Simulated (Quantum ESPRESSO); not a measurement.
# CrPbO3: energy against a fixed spin moment, part 2 of 2

How stiff is the total moment of CrPbO3, and does E(M) have further minima?

Quantum ESPRESSO 7.5; PBEsol with U = 4.38 eV on Cr d (ortho-atomic projectors); plane waves with GBRV 1.5 PBEsol potentials, no spin-orbit coupling.

So far, absolute magnetization (μB): step 2 (the free run) 3.63.

## Step 4: Moment fixed at 0.453 μB

pw.in

```
&CONTROL
  calculation = 'scf'
  prefix = 'pwscf'
  outdir = './tmp'
  pseudo_dir = './pseudo'
  disk_io = 'nowf'
/
&SYSTEM
  ibrav = 0
  celldm(1) = 8
  nat = 5
  ntyp = 3
  ecutwfc = 40
  ecutrho = 280
  nbnd = 34
  occupations = 'smearing'
  smearing = 'fd'
  degauss = 0.00734986
  nspin = 2
  starting_magnetization(1) = 0.0324
  starting_magnetization(2) = 0
  starting_magnetization(3) = 0
  tot_magnetization = 0.453
/
&ELECTRONS
  conv_thr = 1d-08
  electron_maxstep = 150
  mixing_beta = 0.3
/
ATOMIC_SPECIES
Cr     51.9961 cr_pbesol_v1.5.uspp.F.UPF
Pb    207.2000 pb_pbesol_v1.uspp.F.UPF
O      15.9990 o_pbesol_v1.2.uspp.F.UPF
CELL_PARAMETERS alat
   0.9475086788874    0.0000000000000    0.0000000000000
   0.0000000000000    0.9475086788874    0.0000000000000
   0.0000000000000    0.0000000000000    0.9475086788874
ATOMIC_POSITIONS crystal
Cr      0.0000000000    0.0000000000    0.0000000000
Pb      0.5000000000    0.5000000000    0.5000000000
O       0.0000000000    0.0000000000    0.5000000000
O       0.0000000000    0.5000000000    0.0000000000
O       0.5000000000    0.0000000000    0.0000000000
K_POINTS automatic
6 6 6 0 0 0
HUBBARD {ortho-atomic}
U Cr-3d 4.3800
```

Run with:

```sh
> OMP_NUM_THREADS=1 mpirun -n 2 pw.x -nk 2 -in pw.in > pw.out
```

The program printed:

```text
     [... lines left out ...]
Program PWSCF v.7.5 starts
     [... lines left out ...]
     number of atoms/cell      =            5
     [... lines left out ...]
     number of electrons       =        46.00 (up:  23.23, down:  22.77)
     number of Kohn-Sham states=           34
     kinetic-energy cutoff     =      40.0000  Ry
     charge density cutoff     =     280.0000  Ry
     scf convergence threshold =      1.0E-08
     [... lines left out ...]
     48 Sym. Ops., with inversion, found
     [... lines left out ...]
     number of k points=    20  Fermi-Dirac smearing, width (Ry)=  0.0073
     [... lines left out ...]
     iteration # 16     ecut=    40.00 Ry     beta= 0.30
     [... lines left out ...]
     Magnetic moment per site  (integrated on atomic sphere of radius R)
     atom   1 (R=0.195)  charge= 10.8129  magn=  0.7340
     atom   2 (R=0.276)  charge= 11.2713  magn= -0.0170
     atom   3 (R=0.195)  charge=  5.3798  magn= -0.1205
     atom   4 (R=0.195)  charge=  5.3798  magn= -0.1205
     atom   5 (R=0.195)  charge=  5.3798  magn= -0.1205
     [... lines left out ...]
     Tr[ns(  1)] (up, down, total) =   2.51056  1.62072  4.13128
     [... lines left out ...]
     the spin up/dw Fermi energies are     9.9977   11.3441 ev
!    total energy              =    -435.67367080 Ry
     estimated scf accuracy    <          2.6E-10 Ry
     smearing contrib. (-TS)   =      -0.01016653 Ry
     [... lines left out ...]
     total magnetization       =     0.45 Bohr mag/cell
     absolute magnetization    =     1.29 Bohr mag/cell
     convergence has been achieved in  16 iterations
```

Run time: 37 s. Hardware: 2 MPI ranks of Intel Xeon Platinum 8259CL at 2.50GHz (Skylake/Cascade Lake), shared host; peak memory 0.36 GiB.

Spin moment in the atom's sphere by atom:

```tsv
atom	spin moment in the atom's sphere (μB)
Cr1	0.734
Pb2	-0.017
O3	-0.120
O4	-0.120
O5	-0.120
```

Read from the output:

```
magnetization                                 : 0.453 μB
absolute magnetization                        : 1.293 μB
half the difference of the two Fermi energies : -673.2 meV
```

## Step 5: Moment fixed at 0.905 μB

pw.in, as its differences from that of step 4:

```diff
@@ -19,6 +19,6 @@
   nspin = 2
-  starting_magnetization(1) = 0.0324
+  starting_magnetization(1) = 0.0646
   starting_magnetization(2) = 0
   starting_magnetization(3) = 0
-  tot_magnetization = 0.453
+  tot_magnetization = 0.905
 /
```

The program printed:

```text
     [... lines left out ...]
Program PWSCF v.7.5 starts
     [... lines left out ...]
     number of atoms/cell      =            5
     [... lines left out ...]
     number of electrons       =        46.00 (up:  23.45, down:  22.55)
     number of Kohn-Sham states=           34
     kinetic-energy cutoff     =      40.0000  Ry
     charge density cutoff     =     280.0000  Ry
     scf convergence threshold =      1.0E-08
     [... lines left out ...]
     48 Sym. Ops., with inversion, found
     [... lines left out ...]
     number of k points=    20  Fermi-Dirac smearing, width (Ry)=  0.0073
     [... lines left out ...]
     iteration # 15     ecut=    40.00 Ry     beta= 0.30
     [... lines left out ...]
     Magnetic moment per site  (integrated on atomic sphere of radius R)
     atom   1 (R=0.195)  charge= 10.8322  magn=  1.3487
     atom   2 (R=0.276)  charge= 11.2681  magn= -0.0302
     atom   3 (R=0.195)  charge=  5.3790  magn= -0.2026
     atom   4 (R=0.195)  charge=  5.3790  magn= -0.2026
     atom   5 (R=0.195)  charge=  5.3790  magn= -0.2026
     [... lines left out ...]
     Tr[ns(  1)] (up, down, total) =   2.87669  1.24480  4.12149
     [... lines left out ...]
     the spin up/dw Fermi energies are     9.7129   12.1462 ev
!    total energy              =    -435.70533265 Ry
     estimated scf accuracy    <          4.6E-09 Ry
     smearing contrib. (-TS)   =      -0.01090137 Ry
     [... lines left out ...]
     total magnetization       =     0.91 Bohr mag/cell
     absolute magnetization    =     2.31 Bohr mag/cell
     convergence has been achieved in  15 iterations
```

It took 35 s on 2 MPI ranks; peak memory 0.36 GiB; 70 s of CPU time.

Read from the output:

| Item | Value |
| --- | --- |
| magnetization | 0.905 μB |
| absolute magnetization | 2.31 μB |
| half the difference of the two Fermi energies | -1217 meV |
| largest moment | 1.349 μB |

## Step 6: E(M)

The runs not shown differ in the target, the start and the number of states alone. The point at 2.01 μB is the free run, entered with slope zero.

The energy over the lowest by total spin moment:

```tsv
total spin moment (μB a cell)	energy over the lowest (meV a cell)
0.00	2343
0.45	2186
0.91	1755
1.36	1098
1.81	306
2.01	0
2.26	27.7
2.72	102
```

Table of dE/dM by total spin moment:

```tsv
total spin moment (μB a cell)	dE/dM (meV/μB)
0.00	-0.0802
0.45	-673
0.91	-1217
1.36	-1667
1.81	-1736
2.01	0
2.26	146
2.72	177
```

Largest site moment against total spin moment:

```tsv
total spin moment (μB a cell)	largest site moment (μB)
0.00	2.5e-5
0.45	0.734
0.91	1.35
1.36	1.94
1.81	2.31
2.01	2.35
2.26	2.34
2.72	2.35
```

## Step 7: Outcome

- moment of the free run: 2.01 μB a cell
- energy at zero total moment: 2343 meV a cell over the lowest

In words: At zero total moment the site moments vanish, so the 2343 meV a cell is the energy of forming them, the change of the Hubbard energy included. The points show one minimum alone. The free run has a whole-number moment, and the slope goes from -1736 to 146 meV/μB between its neighbours: a kink, as where a spin channel has a gap, so no stiffness is given. The cell holds one seeded atom, so opposed orders, which may lie lower, cannot form in it. Energies are free energies at an electronic temperature of 1160 K, which lowers moments and differences where the moments are itinerant. The smearing term is large for its width, so states at the Fermi level are partly filled: at this level the cell is a metal or has a gap of a few widths at most.

[Logs and program files are shortened in this print: banners, set-up blocks, solver, clock and traceback lines can be left out without a mark of their own.]

[Logs are printed without paths, hosts, clocks, repeated set-up lines and the standing remarks that a program may print on its own settings, such as how far it seeks lower states.]

[Hosts, paths, dates, database ids (printed as entryN), source tags and the programs' standing remarks are cut or masked in the printed files.]

[Where a cell is said to come from a database of computed structures, the database is the Materials Project.]
